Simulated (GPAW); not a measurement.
# STM contrast on W2CS2 MXene monolayer, part 2 of 2

Aim: Tersoff-Hamann images of W2CS2 MXene monolayer at several biases.

GPAW 26.7.0; GPAW, PAW setups; layer in a repeated cell with vacuum, relaxation of atoms and in-plane cell (the session's first sound run).

So far. Step 2 (Relaxing the atoms): The relaxation lowered the energy of the cell by 0.542 eV (energies extrapolated to zero smearing; the optimiser's log prints free energies). The largest force left on a free atom is 0.020 eV/Å.

## Step 3: Plane waves, PBE

The work function is the vacuum plateau of the electrostatic potential less the Fermi level; a dipole layer lets the two faces have plateaus of their own.

This step: GPAW, PAW setups; slab in vacuum (GPAW 26.7.0).

The cell differs from the one that the last finished run ended in (c 19.950 → 19.366 Å).

Contents of run.py:

```python
import json
import numpy as np
from ase import Atoms
from ase.dft.stm import STM
from gpaw import GPAW, PW

slab = Atoms(
    ['S', 'W', 'C', 'W', 'S'],
    positions=[
        [-0.00000, 1.88845, 7.00000],
        [1.63544, 0.94422, 8.61686],
        [0.00000, -0.00000, 9.68318],
        [-0.00000, 1.88845, 10.74951],
        [1.63544, 0.94422, 12.36636]],
    cell=[[3.27088, -0.0, 0.0], [-1.63544, 2.83266, 0.0], [0.0, 0.0, 19.3664]],
    pbc=[True, True, False])

slab.calc = GPAW(mode=PW(500), xc='PBE', kpts={'size': (12, 12, 1), 'gamma': True},
                 occupations={'name': 'fermi-dirac', 'width': 0.05}, nbands='160%',
                 convergence={'density': 1e-05}, maxiter=200,
                 poissonsolver={'dipolelayer': 'xy'},
                 symmetry={'tolerance': 1e-3}, txt='slab.txt')
result = {}
energy = slab.get_potential_energy()
fermi = slab.calc.get_fermi_level()
v = slab.calc.get_electrostatic_potential().mean((0, 1)) - fermi
n = slab.calc.get_pseudo_density().mean((0, 1))
L = slab.cell[2, 2]
z = np.arange(len(v)) * L / len(v)
low, high = slab.positions[:, 2].min(), slab.positions[:, 2].max()
below, above = np.interp([low - 4.8, high + 4.8], z, v)
slopes = [np.interp(x, z, np.gradient(v, z)) for x in (low - 4.8, high + 4.8)]
eps = np.array([[slab.calc.get_eigenvalues(k, s) for k in range(len(slab.calc.get_ibz_k_points()))]
                for s in range(slab.calc.get_number_of_spins())]) - fermi
top, bottom = eps[eps < 0].max(), eps[eps > 0].min()
dipole = slab.get_dipole_moment()[2]
print(f'energy {energy:.4f} eV, Fermi level {fermi:.4f} eV, dipole {dipole:.5f} e A')
print(f'potential 4.8 A off the faces, from the Fermi level: lower {below:.4f} eV, upper {above:.4f} eV')
print(f'slope of the potential there: lower {slopes[0]:.5f}, upper {slopes[1]:.5f} eV/A')
print(f'nearest levels on the mesh: {top:.4f} and {bottom:.4f} eV')
print('magnetic moment', round(slab.get_magnetic_moment(), 3))
result.update(energy=energy, fermi=fermi, dipole=dipole, below=below, above=above, slopes=slopes, edges=[top, bottom],
              z=z.tolist(), v=v.tolist(), n=n.tolist(), positions=slab.positions.tolist(),
              forces=slab.get_forces(apply_constraint=False).tolist(), moments=slab.get_magnetic_moments().tolist())

# Images need the states of the whole zone, up to time reversal
slab.calc = slab.calc.fixed_density(symmetry={'point_group': False}, txt='states.txt', nbands='250%',
                                    convergence={'bands': 'CBM+1.8'})
stm = STM(slab)
result['stm'] = []
for bias in [-2.0, -1.0, 1.5]:
    height = high + 3.0
    current = stm.get_averaged_current(bias, height)
    x, y, h = stm.scan(bias, current)
    i, f = divmod(height / L * stm.ldos.shape[2], 1)
    I = abs((1 - f) * stm.ldos[:, :, int(i)] + f * stm.ldos[:, :, int(i) + 1])
    print(f'bias {bias} V: mean current at 3.0 A {current:.4e}, corrugation {np.ptp(h):.4f} A')
    result['stm'].append(dict(bias=bias, current=current, h=(h - high).tolist(), I=I.tolist()))
json.dump(result, open('result.json', 'w'))
```

Started as:

```sh
OMP_NUM_THREADS=1 OPENBLAS_NUM_THREADS=1 python run.py
```

The log of the run:

```text
energy -42.0532 eV, Fermi level 1.4970 eV, dipole -0.00050 e A
potential 4.8 A off the faces, from the Fermi level: lower 5.0783 eV, upper 5.0892 eV
slope of the potential there: lower -0.00002, upper 0.00002 eV/A
nearest levels on the mesh: -0.0929 and 0.0462 eV
magnetic moment 0.0
bias -2.0 V: mean current at 3.0 A 2.4883e-05, corrugation 0.3045 A
bias -1.0 V: mean current at 3.0 A 1.2450e-05, corrugation 0.1864 A
bias 1.5 V: mean current at 3.0 A 8.4017e-05, corrugation 0.1297 A
```

Elapsed: 3.7 min, on 1 thread of Intel Xeon Platinum 8488C (Sapphire Rapids), shared host; peak memory 0.69 GiB.

Numbers from this step:

| Item | Value |
| --- | --- |
| dipole along the normal | -4.98e-4 e·Å |
| levels nearest the Fermi level on the mesh | -0.09295, 0.04615 eV from the Fermi level |
| upper work function | 5.089 eV |
| lower work function | 5.078 eV |
| corrugation -2 | 0.3045 Å |
| corrugation -1 | 0.1864 Å |
| corrugation 1.5 | 0.1297 Å |

The electrostatic potential energy of an electron (without an applied field's), less the Fermi level, planar mean by z:

```
z (Å)  electrostatic potential energy of an electron (without an applied field's), less the Fermi level, planar mean (eV)
  0.0                                                                                                                5.08
  0.5                                                                                                                5.08
  1.0                                                                                                                5.08
  1.5                                                                                                                5.08
  2.0                                                                                                                5.08
  2.5                                                                                                                5.08
  3.0                                                                                                                5.08
  3.5                                                                                                                5.08
  4.0                                                                                                                5.07
  4.5                                                                                                                5.06
  5.0                                                                                                                4.99
  5.5                                                                                                                4.66
  6.0                                                                                                                3.04
  6.5                                                                                                               -4.27
  7.0                                                                                                               -17.9
  7.5                                                                                                               -7.55
  8.0                                                                                                               -9.69
  8.5                                                                                                               -22.5
  9.0                                                                                                               -17.2
  9.5                                                                                                               -13.2
 10.0                                                                                                               -12.3
 10.5                                                                                                               -20.4
 11.0                                                                                                               -19.7
 11.5                                                                                                               -7.25
 12.0                                                                                                               -10.3
 12.5                                                                                                               -16.0
 13.0                                                                                                               -1.28
 13.5                                                                                                                3.74
 14.0                                                                                                                4.81
 14.5                                                                                                                5.03
 15.0                                                                                                                5.08
 15.5                                                                                                                5.09
 16.0                                                                                                                5.09
 16.5                                                                                                                5.09
 17.0                                                                                                                5.09
 17.5                                                                                                                5.09
 18.0                                                                                                                5.09
 18.5                                                                                                                5.09
 19.0                                                                                                                5.09
```

Pseudo valence density, planar mean against z:

```
z (Å)  pseudo valence density, planar mean (e/Å³)
    3                                      1.0e-5
    4                                      2.1e-4
    5                                     0.00479
    6                                       0.111
    7                                       0.382
    8                                       0.547
    9                                       0.966
   10                                       0.673
   11                                        1.10
   12                                       0.483
   13                                       0.276
   14                                      0.0157
   15                                      6.6e-4
   16                                      3.1e-5
```

Tip height over the top atom over a1 and a2. Sample bias -2 V, constant current at the mean current 3.0 Å over the top atom.

Ten even steps from '0' (2.82 Å) to '9' (3.12 Å):
```
444444444444444444
443333333333333444
443322222222334444
543221111122345555
543210000123456666
543210001234567776
643210012346778877
643210123467888887
643211234678999987
643222346789999987
643223467899999987
543334578999999987
543345678999999876
543456788999998876
444456788999988765
444456778888877654
444456677777766544
444455566666555444
```
Columns: a1 from 0 to 0.944; rows upwards: a2 from 0 to 0.944.

Local density of states summed over the bias window over a1 and a2. Sample bias -2 V, constant height 3.0 Å over the top atom.

Ten even steps from '_' (1.65 × 1e-5 arbitrary) to '@' (3.71 × 1e-5 arbitrary):
```
::::::::::::------------::::::::::::
::::::::::::::::::::::::::::::::::::
::::::::................::::::::----
--::::....__________....::::--------
--::::..____________..::::--========
----::..__________..::----==++++++==
==--::..________..::--==++++****++++
==--::..______..::--==++**######**++
==--::..____..::--==++####%%%%####++
==--::......::--==++##%%@@@@@@%%##++
==--::....::--==++##%%@@@@@@@@%%##++
--::::::::::--++**##@@@@@@@@@@##**++
--::::::::--==++##%%@@@@@@@@%%##++==
--::::::--==++**##%%@@@@@@%%##**++==
::::::::--==++**####%%%%####**++==--
::::::----==++++**######**++++==----
::::::----====++++++++++++====----::
::::::::------==========------::::::
```
Columns: a1 from 0 to 0.944; rows upwards: a2 from 0 to 0.944.

Tip height over the top atom over a1 and a2. Sample bias -1 V, constant current at the mean current 3.0 Å over the top atom.

Ten even steps from '_' (2.90 Å) to '@' (3.09 Å):
```
------------============------------
----------::::::::::::::------------
------::::............::::----------
==----::....______....::----========
==--::....________....::--==++++++++
++==::..__________..::==++++******++
++==::..________..::==++**########**
++==::..______..::==++**##%%%%%%##**
++==::........::==++##%%%%@@@@%%%%##
++==::......::==++##%%@@@@@@@@@@%%##
++==::::::::==++**%%@@@@@@@@@@@@%%**
++----::----++**##%%@@@@@@@@@@%%##**
==--------==++##%%@@@@@@@@@@@@%%##++
==------==++**##%%@@@@@@@@@@%%##**++
--------==++**##%%%%@@@@%%%%##**++==
--------==++**####%%%%%%####**++==--
--------==++++****####****++++==----
--------====++++++++++++++====------
```
Columns: a1 from 0 to 0.944; rows upwards: a2 from 0 to 0.944.

Local density of states summed over the bias window over a1 and a2. Sample bias -1 V, constant height 3.0 Å over the top atom.

Ten even steps from '0' (1.01 × 1e-5 arbitrary) to '9' (1.59 × 1e-5 arbitrary):
```
222222333333222222
222222222222222222
222211111111222222
322110000011223333
322100000012234444
432100000123445554
432100001234566665
432100012345677765
432100123467888876
432111234678999876
432112345789999875
422222456899999865
322223467899998764
322234567899987654
222234567888876543
222234566777665432
222234455665544322
222233444444433222
```
Columns: a1 from 0 to 0.944; rows upwards: a2 from 0 to 0.944.

Tip height over the top atom over a1 and a2. Sample bias 1.5 V, constant current at the mean current 3.0 Å over the top atom.

Values in Å, 12 rows by 16 columns, each cell a mean:
```
2.99 2.99 2.98 2.98 2.98 2.98 2.98 2.98 2.98 2.98 2.98 2.98 2.98 2.99 2.99 2.99
2.99 2.98 2.98 2.97 2.97 2.96 2.96 2.96 2.96 2.97 2.97 2.98 2.98 2.99 2.99 2.99
2.99 2.98 2.97 2.96 2.95 2.94 2.94 2.94 2.95 2.96 2.97 2.98 2.99 3.00 3.00 3.00
3.00 2.98 2.97 2.95 2.94 2.93 2.93 2.94 2.95 2.97 2.99 3.00 3.01 3.01 3.01 3.01
3.00 2.98 2.96 2.95 2.94 2.94 2.94 2.96 2.98 3.00 3.01 3.02 3.03 3.03 3.03 3.02
3.00 2.98 2.96 2.95 2.95 2.95 2.96 2.98 3.00 3.02 3.03 3.04 3.04 3.04 3.03 3.02
3.00 2.98 2.97 2.96 2.96 2.97 2.99 3.01 3.03 3.04 3.05 3.06 3.05 3.05 3.04 3.02
3.00 2.98 2.97 2.97 2.98 2.99 3.01 3.02 3.04 3.05 3.06 3.06 3.06 3.05 3.03 3.02
2.99 2.98 2.98 2.98 2.99 3.01 3.02 3.04 3.05 3.05 3.06 3.05 3.05 3.04 3.02 3.01
2.99 2.99 2.99 2.99 3.00 3.01 3.03 3.04 3.04 3.05 3.05 3.04 3.04 3.03 3.01 3.00
2.99 2.99 2.99 2.99 3.00 3.01 3.02 3.03 3.03 3.03 3.03 3.02 3.02 3.01 3.00 2.99
2.99 2.99 2.99 2.99 3.00 3.00 3.01 3.01 3.01 3.01 3.01 3.00 3.00 2.99 2.99 2.99
```
Columns: a1 from 0 to 0.944; rows upwards: a2 from 0 to 0.944.

Local density of states summed over the bias window over a1 and a2. Sample bias 1.5 V, constant height 3.0 Å over the top atom.

Values in units of 1e-5 arbitrary, 12 rows by 16 columns, each cell a mean:
```
8.2 8.2 8.2 8.1 8.1 8.1 8.1 8.1 8.1 8.1 8.1 8.1 8.2 8.2 8.2 8.2
8.2 8.2 8.1 8.0 7.9 7.8 7.8 7.8 7.8 7.9 7.9 8.0 8.1 8.2 8.2 8.2
8.3 8.1 8.0 7.8 7.6 7.5 7.5 7.5 7.7 7.8 8.0 8.1 8.3 8.4 8.4 8.4
8.4 8.1 7.9 7.7 7.5 7.4 7.4 7.5 7.7 7.9 8.2 8.4 8.6 8.7 8.7 8.6
8.4 8.1 7.8 7.6 7.5 7.5 7.6 7.7 8.0 8.3 8.6 8.8 9.0 9.0 8.9 8.7
8.4 8.1 7.8 7.7 7.6 7.6 7.8 8.1 8.4 8.7 9.0 9.2 9.3 9.2 9.1 8.8
8.4 8.1 7.9 7.8 7.8 8.0 8.2 8.5 8.9 9.2 9.4 9.5 9.5 9.4 9.1 8.8
8.4 8.1 8.0 8.0 8.1 8.2 8.5 8.9 9.2 9.5 9.6 9.6 9.5 9.3 9.1 8.7
8.3 8.2 8.1 8.2 8.3 8.5 8.8 9.1 9.4 9.5 9.6 9.5 9.4 9.1 8.9 8.6
8.2 8.2 8.2 8.3 8.4 8.7 8.9 9.1 9.3 9.4 9.4 9.3 9.1 8.9 8.6 8.4
8.2 8.2 8.2 8.3 8.5 8.6 8.8 8.9 9.0 9.0 8.9 8.8 8.7 8.5 8.4 8.3
8.2 8.2 8.2 8.3 8.4 8.4 8.5 8.6 8.6 8.6 8.5 8.5 8.4 8.3 8.2 8.2
```
Columns: a1 from 0 to 0.944; rows upwards: a2 from 0 to 0.944.

The potential is flat to 1.5e-5 eV/Å where it is read, so the vacuum is wide enough.

## Step 4: A changed run

One more run, with changed settings.

run.py: that of step 3 with these lines changed.

```diff
@@ -3,3 +3,2 @@
 from ase import Atoms
-from ase.dft.stm import STM
 from gpaw import GPAW, PW
@@ -18,4 +17,4 @@
 slab.calc = GPAW(mode=PW(500), xc='PBE', kpts={'size': (12, 12, 1), 'gamma': True},
-                 occupations={'name': 'fermi-dirac', 'width': 0.05}, nbands='160%',
-                 convergence={'density': 1e-05}, maxiter=200,
+                 occupations={'name': 'fermi-dirac', 'width': 0.05}, nbands='100%',
+                 convergence={'density': 1e-05}, maxiter=50,
                  poissonsolver={'dipolelayer': 'xy'},
@@ -44,16 +43,2 @@
               forces=slab.get_forces(apply_constraint=False).tolist(), moments=slab.get_magnetic_moments().tolist())
-
-# Images need the states of the whole zone, up to time reversal
-slab.calc = slab.calc.fixed_density(symmetry={'point_group': False}, txt='states.txt', nbands='250%',
-                                    convergence={'bands': 'CBM+1.8'})
-stm = STM(slab)
-result['stm'] = []
-for bias in [-2.0, -1.0, 1.5]:
-    height = high + 3.0
-    current = stm.get_averaged_current(bias, height)
-    x, y, h = stm.scan(bias, current)
-    i, f = divmod(height / L * stm.ldos.shape[2], 1)
-    I = abs((1 - f) * stm.ldos[:, :, int(i)] + f * stm.ldos[:, :, int(i) + 1])
-    print(f'bias {bias} V: mean current at 3.0 A {current:.4e}, corrugation {np.ptp(h):.4f} A')
-    result['stm'].append(dict(bias=bias, current=current, h=(h - high).tolist(), I=I.tolist()))
 json.dump(result, open('result.json', 'w'))
```

The log of the run:

```text
ValueError: zero-size array to reduction operation minimum which has no identity
```

It took 49 s on 1 thread; peak memory 0.23 GiB.

The run ended with an error.

The program's message: “ValueError: zero-size array to reduction operation minimum which has no identity”

The change that led to it: nbands = "100 % of the filled bands".

## Step 5: Outcome

| Property | Result |
| --- | --- |
| work function, upper and lower face | 5.089 and 5.078 eV |
| dipole along the normal | -5.0e-4 e Å |
| corrugation at -2 V | 0.304 Å |
| corrugation at -1 V | 0.186 Å |
| corrugation at 1.5 V | 0.130 Å |

In words: The corrugation at constant current is largest at -2 V, where the tip height varies by 0.30 Å over the cell. Negative sample bias images filled states, positive bias empty ones. The images are of Tersoff-Hamann type: an s-wave tip, no tip-sample forces, heights closer than in a microscope. The starting lattice was a guess from atomic radii; the relaxation moved it by 5 %. The small printed dipole stands for a step of 9.7 meV from the lower to the upper face, and the probes find 11 meV; values this small are near the numerical noise of both. The layer's cell and atoms come from the relaxation; spin-orbit coupling and temperature are left out.

[Logs are printed without paths, hosts, clocks, repeated set-up lines and the standing remarks that a program may print on its own settings, such as how far it seeks lower states.]

[Hosts, paths, dates, database ids (printed as entryN), source tags and the programs' standing remarks are cut or masked in the printed files.]
